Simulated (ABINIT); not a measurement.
# ScInS3 (Pm-3m): zone-centre phonons, part 2 of 4

Which modes does ScInS3 (Pm-3m) have at the zone centre?

ABINIT 10.8.3; DFT PBEsol, scalar-relativistic, plane waves, PseudoDojo norm-conserving pseudopotentials.

So far. Step 5 (Relaxation): The volume changes by +0.7 % in this run and stands -15.7 % from the first cell. The relaxed cell has a = 4.887 Å (conventional setting).

The structure was built from a prototype and need not be the compound's stable phase.

## (7) Zone-centre response

At q = 0 one unit cell holds all displacements. The response is solved for single atoms along the cell's directions, and symmetry skips those that follow from others. The crystal is treated as a metal, which screens a static field, so no field response is asked.

Contents of dfpt_gamma.abi:

```

# common to the responses
getwfk_filepath "gso_WFK"
kptopt 2
nqpt 1
qpt 0.0 0.0 0.0
asr 0
chneut 0

# displacements
rfphon 1
rfatpol 1 5
rfdir 1 1 1
tolvrs 1.0d-10
prtwf 0

# basis, mesh and filling
ecut 35.0
ngkpt 6 6 6
nshiftk 1
shiftk 0.0 0.0 0.0
istwfk *1
occopt 3
tsmear 0.01
nband 30
nstep 100
diemac 1000000.0
prtebands 0
prtgsr 0
useylm 1

# cell and atoms
acell 9.235660362 9.235660362 9.235660362
rprim 
    1.0 0.0 0.0
    0.0 1.0 0.0
    0.0 0.0 1.0
ntypat 3
znucl 21 49 16
natom 5
typat 1 2 3 3 3
xred 
    0.0 0.0 0.0
    0.5 0.5 0.5
    0.5 0.5 0.0
    0.5 0.0 0.5
    0.0 0.5 0.5
pp_dirpath "./pseudo"
pseudos "Sc.upf, In.upf, S.upf"
```

Launch:

```
$ OMP_NUM_THREADS=1 mpirun -n 4 abinit dfpt_gamma.abi > dfpt_gamma.log
```

Numbers of over 12 decimals in the logs are rounded to 6 here.

dfpt_gamma.abo, the main output file:

```text
[banners, grids, parts of the stress and lines that vanish by symmetry left out]
- input  file    -> dfpt_gamma.abi
- output file    -> dfpt_gamma.abo
- root for input  files -> dfpt_gammai
- root for output files -> dfpt_gammao

 Symmetries : space group Pm -3 m (#221); Bravais cP (primitive cubic)
================================================================================
 Values of the parameters that define the memory need of the present run (RF).
     intxc =       0      iscf =       7    lmnmax =      18     lnmax =       6
     mgfft =      50  mpssoang =       3    mqgrid =    3001     natom =       5
  nloc_mem =       1    nspden =       1   nspinor =       1    nsppol =       1
      nsym =      48    n1xccc =    2501    ntypat =       3    occopt =       3
   xclevel =       2
-    mband =          30        mffmem =           1         mkmem =          28
-   mkqmem =          28        mk1mem =          28           mpw =        7814
      nfft =      125000          nkpt =         112
- my_mband =          30
================================================================================
================================================================================

--------------------------------------------------------------------------------
------------- Echo of variables that govern the present computation ------------
--------------------------------------------------------------------------------
-
- outvars: echo of selected default values
-   iomode0 =  0 , fftalg0 =312 , wfoptalg0 =  0
-
- outvars: echo of global parameters not present in the input file
-  max_nthreads =    1
-
 -outvars: echo values of preprocessed input variables
 [... echo left out ...]
================================================================================

 chkinp: Checking input parameters for consistency.

[...]
== DATASET  1 ==================================================================
-   mpi_nproc: 4, omp_nthreads: 1 (-1 if OMP is not activated)

--- !DatasetInfo
iteration_state: {dtset: 1, }
dimensions: {natom: 5, nkpt: 112, mband: 30, nsppol: 1, nspinor: 1, nspden: 1, mpw: 7814, }
cutoff_energies: {ecut:  35.0, pawecutdg:  -1.0, }
electrons: {nelect:   4.20000000E+01, charge:   0.00000000E+00, occopt:   3.00000000E+00, tsmear:   1.00000000E-02, }
meta: {optdriver: 1, rfphon: 1, }
...

 mkfilename: getwfk from: gso_WFK

 Real(R)+Recip(G) space primitive vectors, cartesian coordinates (Bohr,Bohr^-1):
 R(1)=  9.2356604  0.0000000  0.0000000  G(1)=  0.1082760  0.0000000  0.0000000
 R(2)=  0.0000000  9.2356604  0.0000000  G(2)=  0.0000000  0.1082760  0.0000000
 R(3)=  0.0000000  0.0000000  9.2356604  G(3)=  0.0000000  0.0000000  0.1082760
 Unit cell volume ucvol=  7.8777802E+02 bohr^3
 Angles (23,13,12)=  9.00000000E+01  9.00000000E+01  9.00000000E+01 degrees
 setup1 : take into account q-point for computing boxcut.

 getcut: wavevector=  0.0000  0.0000  0.0000  ngfft=  50  50  50
         ecut(hartree)=     35.000   => boxcut(ratio)=   2.03284

--- Pseudopotential description ------------------------------------------------
- pspini: atom type   1  psp file is ./pseudo/Sc.upf

- pspini: atom type   2  psp file is ./pseudo/In.upf

- pspini: atom type   3  psp file is ./pseudo/S.upf

   2.72684498E+03                                ecore*ucvol(ha*bohr**3)
--------------------------------------------------------------------------------

 ==>  initialize data related to q vector <==

 The list of irreducible perturbations for this q vector is:
    1)    idir= 1    ipert=   1
    2)    idir= 1    ipert=   2
    3)    idir= 1    ipert=   3
    4)    idir= 3    ipert=   3

[...]
The perturbation idir=   2  ipert=   1 is
 symmetric of a previously calculated perturbation.
 So, its SCF calculation is not needed.

 The perturbation idir=   3  ipert=   1 is
 symmetric of a previously calculated perturbation.
 So, its SCF calculation is not needed.

 The perturbation idir=   2  ipert=   2 is
 symmetric of a previously calculated perturbation.
 So, its SCF calculation is not needed.

 The perturbation idir=   3  ipert=   2 is
 symmetric of a previously calculated perturbation.
 So, its SCF calculation is not needed.

[...]
The perturbation idir=   2  ipert=   5 is
 symmetric of a previously calculated perturbation.
 So, its SCF calculation is not needed.

 The perturbation idir=   3  ipert=   5 is
 symmetric of a previously calculated perturbation.
 So, its SCF calculation is not needed.

--------------------------------------------------------------------------------
 Perturbation wavevector (in red.coord.)   0.000000  0.000000  0.000000
 Perturbation : displacement of atom   1   along direction   1
 Found     8 symmetries that leave the perturbation invariant.

[...]
dfpt_looppert : total number of electrons, from k and k+q
  fully or partially occupied states are    4.200000E+01 and    4.200000E+01.
 Initialisation of the first-order wave-functions :
  ireadwf=   0

--- !BeginCycle
iteration_state: {dtset: 1, }
solver: {iscf: 7, nstep: 100, nline: 4, wfoptalg: 0, }
tolerances: {tolvrs: 1.00E-10, }
...

     iter   2DEtotal(Ha)        deltaE(Ha) residm    vres2
-ETOT  1  -1.437013     -5.963E+03 1.367E+01 1.365E+03
 ETOT  2  -3.523522     -2.087E+00 4.806E-01 8.017E+01
 ETOT  3  -3.558550     -3.503E-02 1.938E-02 5.078E+01
 ETOT  4  -3.576689     -1.814E-02 2.883E-03 3.454E+00
 ETOT  5  -3.568955      7.735E-03 2.290E-04 2.567E+01
[...]
At SCF step   14       vres2   =  8.66E-12 < tolvrs=  1.00E-10 =>converged.
[...]
Mean square residual over all n,k,spin=   26.031E-13; max=  28.222E-10

 Thirteen components of 2nd-order total energy (hartree) are
 1,2,3: 0th-order hamiltonian combined with 1st-order wavefunctions
     kin0=   3.96014218E+03 eigvalue=   4.96561756E+02  local=  -2.85231828E+03
 4,5,6: 1st-order hamiltonian combined with 1st and 0th-order wfs
 loc psp =  -6.24482801E+03  Hartree=   1.61922708E+03     xc=  -3.46748812E+02
 note that "loc psp" includes a xc core correction that could be resolved
 7,8,9: eventually, occupation + non-local contributions
    edocc=   8.89599457E+02     enl0=   2.19860952E+03   enl1=  -5.68531779E+03
 1-9 gives the relaxation energy (to be shifted if some occ is /=2.0)
   erelax=  -5.96507290E+03
 10,11,12 Non-relaxation  contributions : frozen-wavefunctions and Ewald
 fr.local=   3.03789238E+03 fr.nonlo=   2.83994097E+03  Ewald=   1.54658942E+02
 13,14 Frozen wf xc core corrections (1) and (2)
 frxc 1  =  -3.68250122E+02  frxc 2 =   2.97253241E+02
 Resulting in :
 2DEtotal=   -0.3577479492E+01 Ha. Also 2DEtotal=   -0.973481762574E+02 eV
    (2DErelax=   -5.9650728996E+03 Ha. 2DEnonrelax=    5.9614954201E+03 Ha)
    (  non-var. 2DEtotal :   -3.5774798190E+00 Ha)

[...]
Perturbation wavevector (in red.coord.)   0.000000  0.000000  0.000000
 Perturbation : displacement of atom   2   along direction   1
 Found     8 symmetries that leave the perturbation invariant.

[...]
dfpt_looppert : total number of electrons, from k and k+q
  fully or partially occupied states are    4.200000E+01 and    4.200000E+01.
 Initialisation of the first-order wave-functions :
  ireadwf=   0

--- !BeginCycle
iteration_state: {dtset: 1, }
solver: {iscf: 7, nstep: 100, nline: 4, wfoptalg: 0, }
tolerances: {tolvrs: 1.00E-10, }
...

     iter   2DEtotal(Ha)        deltaE(Ha) residm    vres2
-ETOT  1   18.797073381678     -2.220E+04 4.368E+01 4.738E+02
[...]
At SCF step   14       vres2   =  1.07E-11 < tolvrs=  1.00E-10 =>converged.
[...]
Mean square residual over all n,k,spin=   72.825E-14; max=  54.007E-11

 Thirteen components of 2nd-order total energy (hartree) are
 1,2,3: 0th-order hamiltonian combined with 1st-order wavefunctions
     kin0=   3.06254613E+04 eigvalue=   1.56730489E+03  local=  -1.74349731E+04
 4,5,6: 1st-order hamiltonian combined with 1st and 0th-order wfs
 loc psp =  -7.01337488E+03  Hartree=   2.07091231E+03     xc=  -3.47793481E+02
 note that "loc psp" includes a xc core correction that could be resolved
 7,8,9: eventually, occupation + non-local contributions
    edocc=   7.86284163E+00     enl0=   5.72353417E+03   enl1=  -3.74112429E+04
 1-9 gives the relaxation energy (to be shifted if some occ is /=2.0)
   erelax=  -2.22123089E+04
 10,11,12 Non-relaxation  contributions : frozen-wavefunctions and Ewald
 fr.local=   3.13937090E+03 fr.nonlo=   1.87147962E+04  Ewald=   1.70986572E+02
 13,14 Frozen wf xc core corrections (1) and (2)
 frxc 1  =  -6.58655575E+02  frxc 2 =   8.55242551E+02
 Resulting in :
 2DEtotal=    0.9431736665E+01 Ha. Also 2DEtotal=    0.256650629372E+03 eV
    (2DErelax=   -2.2212308903E+04 Ha. 2DEnonrelax=    2.2221740640E+04 Ha)
    (  non-var. 2DEtotal :    9.4317352799E+00 Ha)

[...]
Perturbation wavevector (in red.coord.)   0.000000  0.000000  0.000000
 Perturbation : displacement of atom   3   along direction   1
 Found     4 symmetries that leave the perturbation invariant.

[...]
dfpt_looppert : total number of electrons, from k and k+q
  fully or partially occupied states are    4.200000E+01 and    4.200000E+01.
 Initialisation of the first-order wave-functions :
  ireadwf=   0

--- !BeginCycle
iteration_state: {dtset: 1, }
solver: {iscf: 7, nstep: 100, nline: 4, wfoptalg: 0, }
tolerances: {tolvrs: 1.00E-10, }
...

     iter   2DEtotal(Ha)        deltaE(Ha) residm    vres2
-ETOT  1  -1.061097     -6.109E+02 2.190E+00 3.354E+03
[...]
At SCF step   14       vres2   =  7.12E-11 < tolvrs=  1.00E-10 =>converged.
[...]
Mean square residual over all n,k,spin=   58.230E-13; max=  92.578E-10

 Thirteen components of 2nd-order total energy (hartree) are
 1,2,3: 0th-order hamiltonian combined with 1st-order wavefunctions
     kin0=   5.78620906E+02 eigvalue=  -1.34563141E+01  local=  -4.03266274E+02
 4,5,6: 1st-order hamiltonian combined with 1st and 0th-order wfs
 loc psp =  -4.58197058E+02  Hartree=   1.74965908E+02     xc=  -4.82598073E+01
 note that "loc psp" includes a xc core correction that could be resolved
 7,8,9: eventually, occupation + non-local contributions
    edocc=   1.64394077E+01     enl0=   3.07457635E+02   enl1=  -7.66805866E+02
 1-9 gives the relaxation energy (to be shifted if some occ is /=2.0)
   erelax=  -6.12501461E+02
 10,11,12 Non-relaxation  contributions : frozen-wavefunctions and Ewald
 fr.local=   2.55919944E+02 fr.nonlo=   3.83377282E+02  Ewald=  -1.49859276E+01
 13,14 Frozen wf xc core corrections (1) and (2)
 frxc 1  =  -7.31024863E+01  frxc 2 =   5.86193562E+01
 Resulting in :
 2DEtotal=   -0.2673293750E+01 Ha. Also 2DEtotal=   -0.727440287828E+02 eV
    (2DErelax=   -6.1250146147E+02 Ha. 2DEnonrelax=    6.0982816772E+02 Ha)
    (  non-var. 2DEtotal :   -2.6732940832E+00 Ha)

[...]
Perturbation wavevector (in red.coord.)   0.000000  0.000000  0.000000
 Perturbation : displacement of atom   3   along direction   3
 Found     8 symmetries that leave the perturbation invariant.

--------------------------------------------------------------------------------

--------------------------------------------------------------------------------

 dfpt_looppert : total number of electrons, from k and k+q
  fully or partially occupied states are    4.200000E+01 and    4.200000E+01.
 Initialisation of the first-order wave-functions :
  ireadwf=   0

--- !BeginCycle
iteration_state: {dtset: 1, }
solver: {iscf: 7, nstep: 100, nline: 4, wfoptalg: 0, }
tolerances: {tolvrs: 1.00E-10, }
...

     iter   2DEtotal(Ha)        deltaE(Ha) residm    vres2
-ETOT  1   17.180192253978     -6.192E+02 5.073E+00 6.492E+03
[...]
ETOT 13   14.898407432484     -1.580E-11 7.526E-09 2.332E-10
 ETOT 14   14.898407432506      2.160E-11 1.639E-09 3.279E-12

 At SCF step   14       vres2   =  3.28E-12 < tolvrs=  1.00E-10 =>converged.
[...]
Mean square residual over all n,k,spin=   19.878E-13; max=  16.393E-10

 Thirteen components of 2nd-order total energy (hartree) are
 1,2,3: 0th-order hamiltonian combined with 1st-order wavefunctions
     kin0=   6.00744092E+02 eigvalue=  -9.27776019E+00  local=  -4.13468573E+02
 4,5,6: 1st-order hamiltonian combined with 1st and 0th-order wfs
 loc psp =  -4.70803343E+02  Hartree=   1.79285988E+02     xc=  -4.56260873E+01
 note that "loc psp" includes a xc core correction that could be resolved
 7,8,9: eventually, occupation + non-local contributions
    edocc=   2.13360461E+01     enl0=   2.88440113E+02   enl1=  -7.72064297E+02
 1-9 gives the relaxation energy (to be shifted if some occ is /=2.0)
   erelax=  -6.21433820E+02
 10,11,12 Non-relaxation  contributions : frozen-wavefunctions and Ewald
 fr.local=  -6.74204824E+01 fr.nonlo=   3.94993829E+02  Ewald=   3.23869199E+02
 13,14 Frozen wf xc core corrections (1) and (2)
 frxc 1  =  -7.28833061E+01  frxc 2 =   5.77729874E+01
 Resulting in :
 2DEtotal=    0.1489840743E+02 Ha. Also 2DEtotal=    0.405406319096E+03 eV
    (2DErelax=   -6.2143382028E+02 Ha. 2DEnonrelax=    6.3633222771E+02 Ha)
    (  non-var. 2DEtotal :    1.4898407610E+01 Ha)

[...]
---- first-order wavefunction calculations are completed ----

 ==> Compute Derivative Database <==

 [... matrices left out ...]
  Phonon wavevector (reduced coordinates) :  0.00000  0.00000  0.00000
 Phonon energies in Hartree :
  -9.850025E-04 -9.850025E-04 -9.850025E-04 -8.204520E-04 -8.204520E-04
  -8.204520E-04 -2.689865E-05 -2.689865E-05 -2.689865E-05  9.927908E-05
   9.927908E-05  9.927908E-05  1.888523E-03  1.888523E-03  1.888523E-03
 Phonon frequencies in cm-1    :
- -2.161831E+02 -2.161831E+02 -2.161831E+02 -1.800684E+02 -1.800684E+02
- -1.800684E+02 -5.903571E+00 -5.903571E+00 -5.903571E+00  2.178924E+01
-  2.178924E+01  2.178924E+01  4.144830E+02  4.144830E+02  4.144830E+02

== END DATASET(S) ==============================================================
================================================================================

 -outvars: echo values of variables after computation
            acell      9.2356603620E+00  9.2356603620E+00  9.2356603620E+00 Bohr
           etotal      1.4898407433E+01
            fcart      0.0000000000E+00  0.0000000000E+00  0.0000000000E+00
           strten      0.0000000000E+00  0.0000000000E+00  0.0000000000E+00
================================================================================
```

Run time: 10 min. Hardware: 4 MPI ranks of Arm Neoverse V1, shared host; 40 min of CPU time.

Numbers from this step:

| Property | Result |
| --- | --- |
| largest acoustic frequency at the zone centre before the sum rule | -5.9 cm⁻¹ |
| highest optical zone-centre mode (no LO-TO term) | 414.5 cm⁻¹ |
| lowest optical zone-centre mode | -216.2 cm⁻¹ |

The acoustic modes at Γ come out as far as 5.9 cm⁻¹ from zero, where they should vanish, a small numerical error. The lowest optical mode is imaginary, 216i cm⁻¹, an instability at this level and on this k mesh.

[end of part 2 of 4]

[Host names and launcher messages were left out of these logs when they were recorded.]

[Logs are printed without paths, hosts, clocks, repeated set-up lines and the standing remarks that a program may print on its own settings, such as how far it seeks lower states.]

[Hosts, paths, dates, database ids (printed as entryN), source tags and the programs' standing remarks are cut or masked in the printed files.]
